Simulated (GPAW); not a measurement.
# Ballistic transport through an In chain with an O atom bridging one bond, cheap and dear

Wanted: the zero-bias transmission of an In chain with an O atom bridging one bond on a ladder of levels, with run times.

Calculated with GPAW 26.7.0; GPAW LCAO, PAW setups; Landauer transmission from Green's functions with principal layers (ASE), zero bias.

This is a report of a sequence of runs, with most program output left out.

### Step 1. Set-up

The cell holds 11 atoms: 10 In and 1 O. Cell: a = 9.000 Å, b = 9.000 Å, c = 29.700 Å, α = 90.0°, β = 90.0°, γ = 90.0°. Regions: left lead, 5 atoms (5 In); channel, 1 atom (1 O); right lead, 5 atoms (5 In). Vacuum lies along a and b. The structure is stacked along c, and the current runs across the ab planes.

### Step 2. Double-zeta polarised basis

Localised orbitals split the wire into layers that couple to their neighbours alone, which is what the Green's function method needs; double zeta with polarisation is the usual level for numbers.

run.py reads:

```python
import json
import numpy as np
from ase import Atoms
from ase.transport.calculators import TransportCalculator
from gpaw import GPAW, FermiDirac
from gpaw.lcao.tools import get_lcao_hamiltonian
from scipy.linalg import eigh

# The junction with lead layers at both ends, along the third cell vector
device = Atoms(
    ['In', 'In', 'In', 'In', 'In', 'O', 'In', 'In', 'In', 'In', 'In'],
    positions=[
        [4.50000, 4.50000, 1.47500],
        [4.50000, 4.50000, 4.42500],
        [4.50000, 4.50000, 7.37500],
        [4.50000, 4.50000, 10.32500],
        [4.50000, 4.50000, 13.27500],
        [5.62513, 4.50000, 14.85000],
        [4.50000, 4.50000, 16.42500],
        [4.50000, 4.50000, 19.37500],
        [4.50000, 4.50000, 22.32500],
        [4.50000, 4.50000, 25.27500],
        [4.50000, 4.50000, 28.22500]],
    cell=[[9.0, 0.0, 0.0], [0.0, 9.0, 0.0], [0.0, 0.0, 29.7]],
    pbc=True)

# One principal layer of the lead: the first 3 atoms of the device
lead = Atoms(
    ['In', 'In', 'In'],
    positions=[
        [4.50000, 4.50000, 1.47500],
        [4.50000, 4.50000, 4.42500],
        [4.50000, 4.50000, 7.37500]],
    cell=[[9.0, 0.0, 0.0], [0.0, 9.0, 0.0], [0.0, 0.0, 8.85]],
    pbc=True)

settings = dict(mode='lcao', basis='dzp', xc='PBE', h=0.18,
                occupations=FermiDirac(0.1), maxiter=250,
                mixer=dict(beta=0.1, nmaxold=8, weight=100.0),
                convergence=dict(density=0.0001))
energies = np.arange(-3, 3 + 1e-9, 0.075)
eta = 0.0001
n1, n2 = 1, 1
# k and -k transmit alike, so half of the mesh across the current serves
mesh = [(i, j) for i in range(n1) for j in range(n2) if (i, j) <= (-i % n1, -j % n2)]
weights = np.array([1 if (i, j) == (-i % n1, -j % n2) else 2 for i, j in mesh]) / (n1 * n2)

# [... helper functions left out ...]
fermi_lead = ground_state(lead, (1, 1, 13), 'lead.txt')
fermi_device = ground_state(device, (1, 1, 3), 'device.txt')
# [... loop over the mesh left out, but for ...]
        # Shift the lead onto the potential of the device's first layer
        shift = ((H[:, 0, 0] - H0[:, 0, 0]) / S0[0, 0]).real.mean()
# [...]
kT = 8.617333e-5 * 77
bias = [0.1, 0.2, 0.5, 1.0, 1.5, 2.0]
# [... integrals and printing left out ...]
```

Started as:

```console
> OMP_NUM_THREADS=1 OPENBLAS_NUM_THREADS=1 python run.py
```

Run time: 2 min. Hardware: 1 thread of Arm Neoverse N1, shared host; peak memory 1.5 GiB.

This step gave:

| Item | Value |
| --- | --- |
| conductance | 0.6170 G₀ |
| largest coupling past the next principal layer | 1.88e-6 eV |
| largest misfit of the first principal layer | 0.05926 eV |
| shift that aligns the lead | 0.003509 eV |
| basis functions of the junction | 243 |
| basis functions of a principal layer | 69 |
| transmission at the Fermi level (one spin) | 0.6183 |

One spin. Table of transmission, zone mean by energy, zero at the Fermi level:

| energy (eV) | transmission, zone mean |
| --- | --- |
| -3.00 | 0.0624 |
| -2.77 | 0.0729 |
| -2.55 | 0.0836 |
| -2.40 | 0.0909 |
| -2.17 | 0.0987 |
| -1.95 | 8.2e-7 |
| -1.73 | 3.1e-6 |
| -1.57 | 1.9e-8 |
| -1.35 | 6.3e-9 |
| -1.12 | 0.0333 |
| -0.90 | 0.0739 |
| -0.75 | 0.102 |
| -0.53 | 0.158 |
| -0.30 | 0.258 |
| -0.07 | 0.587 |
| 0.00 | 0.618 |
| 0.07 | 0.629 |
| 0.30 | 0.647 |
| 0.53 | 0.701 |
| 0.75 | 0.775 |
| 0.90 | 0.826 |
| 1.12 | 0.902 |
| 1.35 | 0.982 |
| 1.57 | 1.08 |
| 1.73 | 1.16 |
| 1.95 | 1.30 |
| 2.17 | 1.44 |
| 2.40 | 1.56 |
| 2.55 | 1.62 |
| 2.77 | 1.68 |
| 3.00 | 1.69 |

Not self-consistent under bias; the bias window is split evenly. Table of current through one cell, from the zero-bias transmission by bias:

| bias (V) | current through one cell, from the zero-bias transmission (μA) |
| --- | --- |
| 0.100 | 4.76 |
| 0.200 | 9.45 |
| 0.500 | 21.9 |
| 1.000 | 39.1 |
| 1.500 | 55.8 |
| 2.000 | 73.2 |

The transmission of the three most open eigenchannels by energy, zero at the Fermi level:

| energy (eV) | channel 1 | channel 2 | channel 3 |
| --- | --- | --- | --- |
| -3.00 | 0.0624 | 0 | 0 |
| -2.85 | 0.0694 | 0 | 0 |
| -2.70 | 0.0764 | 0 | 0 |
| -2.55 | 0.0836 | 0 | 0 |
| -2.33 | 0.0944 | 0 | 0 |
| -2.17 | 0.0987 | 0 | 0 |
| -2.02 | 0.0736 | 0 | 0 |
| -1.88 | 5.2e-4 | 0 | 0 |
| -1.73 | 3.1e-6 | 0 | 0 |
| -1.57 | 1.9e-8 | 0 | 0 |
| -1.35 | 6.3e-9 | 0 | 0 |
| -1.20 | 0.0173 | 0 | 0 |
| -1.05 | 0.0474 | 0 | 0 |
| -0.90 | 0.0739 | 0 | 0 |
| -0.75 | 0.102 | 0 | 0 |
| -0.60 | 0.136 | 0 | 0 |
| -0.38 | 0.215 | 0 | 0 |
| -0.23 | 0.326 | 1.5e-10 | 2.2e-11 |
| -0.07 | 0.480 | 0.0815 | 0.0259 |
| 0.00 | 0.482 | 0.108 | 0.0286 |
| 0.07 | 0.481 | 0.123 | 0.0253 |
| 0.23 | 0.488 | 0.133 | 0.0162 |
| 0.38 | 0.519 | 0.132 | 0.00993 |
| 0.60 | 0.589 | 0.132 | 0.00433 |
| 0.75 | 0.638 | 0.136 | 0.00170 |
| 0.90 | 0.685 | 0.142 | 1.2e-4 |
| 1.05 | 0.727 | 0.149 | 7.7e-4 |
| 1.20 | 0.766 | 0.157 | 0.00573 |
| 1.35 | 0.800 | 0.164 | 0.0179 |
| 1.57 | 0.844 | 0.174 | 0.0587 |
| 1.73 | 0.868 | 0.181 | 0.107 |
| 1.88 | 0.888 | 0.189 | 0.172 |
| 2.02 | 0.903 | 0.248 | 0.197 |
| 2.17 | 0.916 | 0.322 | 0.206 |
| 2.33 | 0.928 | 0.386 | 0.215 |
| 2.55 | 0.945 | 0.453 | 0.227 |
| 2.70 | 0.957 | 0.478 | 0.233 |
| 2.85 | 0.971 | 0.487 | 0.235 |
| 3.00 | 0.987 | 0.470 | 0.229 |

Couplings past the next layer reach 1.9e-6 eV, small enough to drop; the matrix elements of the cell's first layer differ from the bulk lead's by up to 0.059 eV. That layer keeps its own values in the calculation, and only beyond it is the lead taken as perfect. The Fermi levels of lead and junction count from different zeros of potential, one for each periodic cell; with both set to zero, the small remaining shift is what aligns them. By hand: G = 0.6170 × 77.48 μS = 47.8 μS, a resistance of 20.9 kΩ; at 0.1 V a linear junction would pass 4.78 μA, and the integral over the bias window gives 4.76 μA.

### Step 3. GPAW, szp: basis = "szp(dzp)"

The second zeta is dropped, the polarisation orbitals stay.

Edit run.py of step 2 so:

```diff
@@ -36,3 +36,3 @@
 
-settings = dict(mode='lcao', basis='dzp', xc='PBE', h=0.18,
+settings = dict(mode='lcao', basis='szp(dzp)', xc='PBE', h=0.18,
                 occupations=FermiDirac(0.1), maxiter=250,
```

The job ended after 92 s (1 thread; peak memory 1.5 GiB).

This step gave:

```
conductance                                    : 0.4750 G₀
thermopower                                    : -2.046 μV/K
largest coupling past the next principal layer : 1.86e-6 eV
largest misfit of the first principal layer    : 0.07360 eV
shift that aligns the lead                     : 0.007859 eV
basis functions of the junction                : 149
basis functions of a principal layer           : 42
transmission at the Fermi level (one spin)     : 0.4768
```

One spin. Transmission, zone mean against energy, zero at the Fermi level:

| energy (eV) | transmission, zone mean |
| --- | --- |
| -3.00 | 0.0149 |
| -2.85 | 0.0172 |
| -2.70 | 0.0194 |
| -2.55 | 0.0212 |
| -2.33 | 0.0219 |
| -2.17 | 0.0160 |
| -2.02 | 3.4e-8 |
| -1.88 | 2.2e-6 |
| -1.73 | 1.2e-7 |
| -1.57 | 2.7e-9 |
| -1.35 | 1.1e-9 |
| -1.20 | 0.00210 |
| -1.05 | 0.0130 |
| -0.90 | 0.0227 |
| -0.75 | 0.0334 |
| -0.60 | 0.0468 |
| -0.38 | 0.0793 |
| -0.23 | 0.129 |
| -0.07 | 0.426 |
| 0.00 | 0.477 |
| 0.07 | 0.502 |
| 0.23 | 0.521 |
| 0.38 | 0.549 |
| 0.60 | 0.627 |
| 0.75 | 0.691 |
| 0.90 | 0.755 |
| 1.05 | 0.814 |
| 1.20 | 0.868 |
| 1.35 | 0.919 |
| 1.57 | 0.998 |
| 1.73 | 1.06 |
| 1.88 | 1.13 |
| 2.02 | 1.20 |
| 2.17 | 1.28 |
| 2.33 | 1.35 |
| 2.55 | 1.44 |
| 2.70 | 1.48 |
| 2.85 | 1.5 |
| 3.00 | 1.49 |

Not self-consistent under bias; the bias window is split evenly. The current through one cell, from the zero-bias transmission by bias:

| bias (V) | current through one cell, from the zero-bias transmission (μA) |
| --- | --- |
| 0.100 | 3.66 |
| 0.200 | 7.21 |
| 0.500 | 16.0 |
| 1.000 | 28.3 |
| 1.500 | 41.5 |
| 2.000 | 56.4 |

Table of transmission of the three most open eigenchannels by energy, zero at the Fermi level:

| energy (eV) | channel 1 | channel 2 | channel 3 |
| --- | --- | --- | --- |
| -3.00 | 0.0149 | 0 | 0 |
| -2.85 | 0.0172 | 0 | 0 |
| -2.70 | 0.0194 | 0 | 0 |
| -2.55 | 0.0212 | 0 | 0 |
| -2.33 | 0.0219 | 0 | 0 |
| -2.17 | 0.0160 | 0 | 0 |
| -2.02 | 3.4e-8 | 0 | 0 |
| -1.88 | 2.2e-6 | 0 | 0 |
| -1.73 | 1.2e-7 | 0 | 0 |
| -1.57 | 2.7e-9 | 0 | 0 |
| -1.35 | 1.1e-9 | 0 | 0 |
| -1.20 | 0.00210 | 0 | 0 |
| -1.05 | 0.0130 | 0 | 0 |
| -0.90 | 0.0227 | 0 | 0 |
| -0.75 | 0.0334 | 0 | 0 |
| -0.60 | 0.0468 | 0 | 0 |
| -0.38 | 0.0793 | 0 | 0 |
| -0.23 | 0.129 | 8.6e-11 | 2.1e-11 |
| -0.07 | 0.299 | 0.0758 | 0.0509 |
| 0.00 | 0.325 | 0.0955 | 0.0560 |
| 0.07 | 0.340 | 0.109 | 0.0523 |
| 0.23 | 0.357 | 0.126 | 0.0379 |
| 0.38 | 0.391 | 0.131 | 0.0270 |
| 0.60 | 0.477 | 0.132 | 0.0176 |
| 0.75 | 0.543 | 0.135 | 0.0128 |
| 0.90 | 0.606 | 0.140 | 0.00794 |
| 1.05 | 0.664 | 0.146 | 0.00334 |
| 1.20 | 0.716 | 0.152 | 3.1e-4 |
| 1.35 | 0.761 | 0.158 | 0.00103 |
| 1.57 | 0.817 | 0.165 | 0.0161 |
| 1.73 | 0.846 | 0.170 | 0.0412 |
| 1.88 | 0.870 | 0.175 | 0.0811 |
| 2.02 | 0.889 | 0.180 | 0.133 |
| 2.17 | 0.904 | 0.190 | 0.186 |
| 2.33 | 0.917 | 0.243 | 0.191 |
| 2.55 | 0.936 | 0.305 | 0.197 |
| 2.70 | 0.949 | 0.331 | 0.198 |
| 2.85 | 0.964 | 0.341 | 0.195 |
| 3.00 | 0.981 | 0.327 | 0.183 |

The conductance, 0.475 G₀, lies 23 % below that of the dzp run.

### Step 4. GPAW, sz: basis = "sz(dzp)"

One function for each valence shell of the setup, as for a first survey of a large system.

Edit run.py of step 3 so:

```diff
@@ -36,3 +36,3 @@
 
-settings = dict(mode='lcao', basis='szp(dzp)', xc='PBE', h=0.18,
+settings = dict(mode='lcao', basis='sz(dzp)', xc='PBE', h=0.18,
                 occupations=FermiDirac(0.1), maxiter=250,
```

Wall time 67 s (1 thread); peak memory 1.3 GiB.

This step gave:

| Property | Result |
| --- | --- |
| conductance | 0.5033 G₀ |
| thermopower | -2.081 μV/K |
| largest coupling past the next principal layer | 1.93e-6 eV |
| largest misfit of the first principal layer | 0.1071 eV |
| shift that aligns the lead | 0.004797 eV |
| basis functions of the junction | 94 |
| basis functions of a principal layer | 27 |
| transmission at the Fermi level (one spin) | 0.5059 |

The conductance, 0.503 G₀, lies 18 % below that of the dzp run.

### Step 5. revPBE in the dzp basis: xc = "revPBE"

Back in the dzp basis, the functional changes from PBE to revPBE, to set the spread between functionals beside that between bases.

Edit run.py of step 4 so:

```diff
@@ -36,3 +36,3 @@
 
-settings = dict(mode='lcao', basis='sz(dzp)', xc='PBE', h=0.18,
+settings = dict(mode='lcao', basis='dzp', xc='revPBE', h=0.18,
                 occupations=FermiDirac(0.1), maxiter=250,
```

The job ended after 2 min (1 thread; peak memory 1.5 GiB).

This step gave:

- conductance: 0.6045 G₀
- largest coupling past the next principal layer: 1.88e-6 eV
- largest misfit of the first principal layer: 0.06199 eV
- shift that aligns the lead: 0.002774 eV
- basis functions of the junction: 243
- basis functions of a principal layer: 69
- transmission at the Fermi level (one spin): 0.6057

One spin. Transmission, zone mean against energy, zero at the Fermi level:

energy (eV), transmission, zone mean and a bar:
```
    -3.00       0.06 #
    -2.77       0.07 #
    -2.55       0.08 #
    -2.40       0.09 ##
    -2.17       0.10 ##
    -1.95       0.01 
    -1.73       0.00 
    -1.57       0.00 
    -1.35       0.00 
    -1.12       0.04 #
    -0.90       0.08 #
    -0.75       0.10 ##
    -0.53       0.16 ###
    -0.30       0.26 #####
    -0.07       0.58 ##########
     0.00       0.61 ###########
     0.07       0.61 ###########
     0.30       0.63 ###########
     0.53       0.69 ############
     0.75       0.77 ##############
     0.90       0.82 ###############
     1.12       0.90 ################
     1.35       0.98 #################
     1.57       1.07 ###################
     1.73       1.15 ####################
     1.95       1.29 #######################
     2.17       1.44 ##########################
     2.40       1.56 ############################
     2.55       1.62 #############################
     2.77       1.69 ##############################
     3.00       1.69 ##############################
```

The conductance, 0.604 G₀, lies 2.0 % below that of the dzp run.

### Step 6. Cost and result by level

Times are for 1 thread of Arm Neoverse N1, shared host. The series side by side:

| no. | run | conductance (G₀) | time | memory (GiB) |
| --- | --- | --- | --- | --- |
| 1 | dzp | 0.6170 | 2 min | 1.5 |
| 2 | szp | 0.4750 | 92 s | 1.5 |
| 3 | sz | 0.5033 | 67 s | 1.3 |
| 4 | dzp revPBE | 0.6045 | 2 min | 1.5 |

### Step 7. The levels side by side

The curves are compared point by point over the common energies.

This step: comparison of transmission and cost over codes and levels (GPAW 26.7.0).

Ladder, by row:

| step | code | T at the Fermi level (sum over the listed spins) | conductance (G0) | r.m.s. T(E) from the first | wall time (s) | peak memory (GiB) | threads |
| --- | --- | --- | --- | --- | --- | --- | --- |
| dzp | GPAW | 0.6183 | 0.617 | 0 | 120.8 | 1.49 | 1 |
| szp | GPAW | 0.4768 | 0.475 | 0.1096 | 92.27 | 1.46 | 1 |
| sz | GPAW | 0.5059 | 0.5033 | 0.1342 | 66.62 | 1.33 | 1 |
| dzp-revPBE | GPAW | 0.6057 | 0.6045 | 0.00672 | 119.4 | 1.49 | 1 |

Transmission, zone mean, sum over the listed spins against energy, zero at the Fermi level:

| energy (eV) | dzp | szp | sz | dzp-revPBE |
| --- | --- | --- | --- | --- |
| -3.000 | 0.0624 | 0.0149 | 0.0156 | 0.0633 |
| -2.475 | 0.0872 | 0.0219 | 0.0259 | 0.0881 |
| -2.025 | 0.0736 | 3.4e-8 | 0.0292 | 0.0865 |
| -1.500 | 7.1e-9 | 1.3e-9 | 1.5e-8 | 8.2e-9 |
| -0.975 | 0.0607 | 0.0178 | 0.0168 | 0.0635 |
| -0.525 | 0.158 | 0.0553 | 0.0438 | 0.160 |
| 0.000 | 0.618 | 0.477 | 0.506 | 0.606 |
| 0.525 | 0.701 | 0.598 | 0.611 | 0.689 |
| 0.975 | 0.852 | 0.785 | 0.787 | 0.844 |
| 1.500 | 1.04 | 0.971 | 0.948 | 1.04 |
| 2.025 | 1.35 | 1.20 | 1.17 | 1.34 |
| 2.475 | 1.60 | 1.41 | 1.35 | 1.59 |
| 3.000 | 1.69 | 1.49 | 1.38 | 1.69 |

### Step 8. Potential alignment off, density threshold 0.01, mixing 0.25

Without the shift, lead and junction are matched by their Fermi levels alone. The Hamiltonian is taken from the last density. The density threshold is one of the tests that end the cycle; the energy must settle too, so a loose value may not be the test that decides. Mixing changes the road to self-consistency, not its end. The mixing history changes the road to self-consistency, not its end.

This step: GPAW LCAO, PAW setups; Landauer transmission from Green's functions with principal layers (ASE), zero bias (GPAW 26.7.0).

Edit run.py of step 5 so:

```diff
@@ -36,6 +36,6 @@
 
-settings = dict(mode='lcao', basis='dzp', xc='revPBE', h=0.18,
+settings = dict(mode='lcao', basis='dzp', xc='PBE', h=0.18,
                 occupations=FermiDirac(0.1), maxiter=250,
-                mixer=dict(beta=0.1, nmaxold=8, weight=100.0),
-                convergence=dict(density=0.0001))
+                mixer=dict(beta=0.25, nmaxold=12, weight=100.0),
+                convergence=dict(density=0.01))
 energies = np.arange(-3, 3 + 1e-9, 0.075)
@@ -51,4 +51,4 @@
 # [... loop over the mesh left out, but for ...]
-        # Shift the lead onto the potential of the device's first layer
-        shift = ((H[:, 0, 0] - H0[:, 0, 0]) / S0[0, 0]).real.mean()
+        # Lead and device are aligned by their Fermi levels alone
+        shift = 0.0
 # [...]
```

Wall time 82 s (1 thread); peak memory 1.6 GiB.

The run finished with changed settings (align = false, conv = 0.01, beta = 0.25 and nmaxold = 12); it serves as a test.

Side by side:

| quantity | this run | sound run | difference |
| --- | --- | --- | --- |
| conductance (G₀) | 0.59059 | 0.61703 | -0.0264 |
| largest coupling past the next principal layer (eV) | 1.883e-6 | 1.883e-6 | -2.3e-11 |
| largest misfit of the first principal layer (eV) | 0.078382 | 0.059262 | 0.0191 |
| shift that aligns the lead (eV) | 0 | 0.0035090 | -0.00351 |
| transmission at the Fermi level (one spin) | 0.59205 | 0.61833 | -0.0263 |

### Step 9. Another change of settings

A last run, with other settings again.

Edit run.py of step 8 so:

```diff
@@ -36,6 +36,6 @@
 
-settings = dict(mode='lcao', basis='dzp', xc='PBE', h=0.18,
-                occupations=FermiDirac(0.1), maxiter=250,
-                mixer=dict(beta=0.25, nmaxold=12, weight=100.0),
-                convergence=dict(density=0.01))
+settings = dict(mode='lcao', basis='dzp', xc='pbe96', h=0.18,
+                occupations=FermiDirac(0.1), maxiter=75,
+                mixer=dict(beta=0.1, nmaxold=8, weight=100.0),
+                convergence=dict(density=0.0001))
 energies = np.arange(-3, 3 + 1e-9, 0.075)
@@ -51,4 +51,4 @@
 # [... loop over the mesh left out, but for ...]
-        # Lead and device are aligned by their Fermi levels alone
-        shift = 0.0
+        # Shift the lead onto the potential of the device's first layer
+        shift = ((H[:, 0, 0] - H0[:, 0, 0]) / S0[0, 0]).real.mean()
 # [...]
```

Run time: 1.2 s. Hardware: 1 thread; peak memory 0.1 GiB.

The input was rejected at the start.

The program's message: “NameError: Unknown functional: pbe96.”

The change that led to it: xc = "pbe96".

### Step 10. Results

| Property | Result |
| --- | --- |
| conductance | 0.617 G₀ |
| transmission at the Fermi level, mean of the spins | 0.618 |
| thermopower | about 0 (under 1.5 μV/K) |

**Reading.** In the dzp basis the junction conducts 0.617 G₀ at 77 K, with T = 0.618 a spin at the Fermi level; no smaller basis tried comes within 10 % of that conductance. At the Fermi level the three most open eigenchannels pass 0.48, 0.11 and 0.029. Measured against the first run (dzp), the nearest curve is that of dzp-revPBE (r.m.s. 0.0067) and the farthest that of sz (0.13). Over the compared runs wall time goes from 67 s (sz) to 121 s (dzp), on a shared host. The geometry was built from estimated bond lengths and not relaxed, so the numbers describe this model structure. Spin-orbit coupling is left out, which matters for the heavy atoms here. An evenly spaced straight chain is an idealisation: free chains tend to dimerise, zigzag or, where a band edge lies near the Fermi level, turn magnetic. The currents use the zero-bias T(E) throughout, which holds only while the bias is small against the distance to the nearest feature. The energy step is wider than the thermal energy, so the conductance and thermopower rest on interpolation of T(E).

[Logs are printed without paths, hosts, clocks, repeated set-up lines and the standing remarks that a program may print on its own settings, such as how far it seeks lower states.]

[Hosts, paths, dates, database ids (printed as entryN), source tags and the programs' standing remarks are cut or masked in the printed files.]
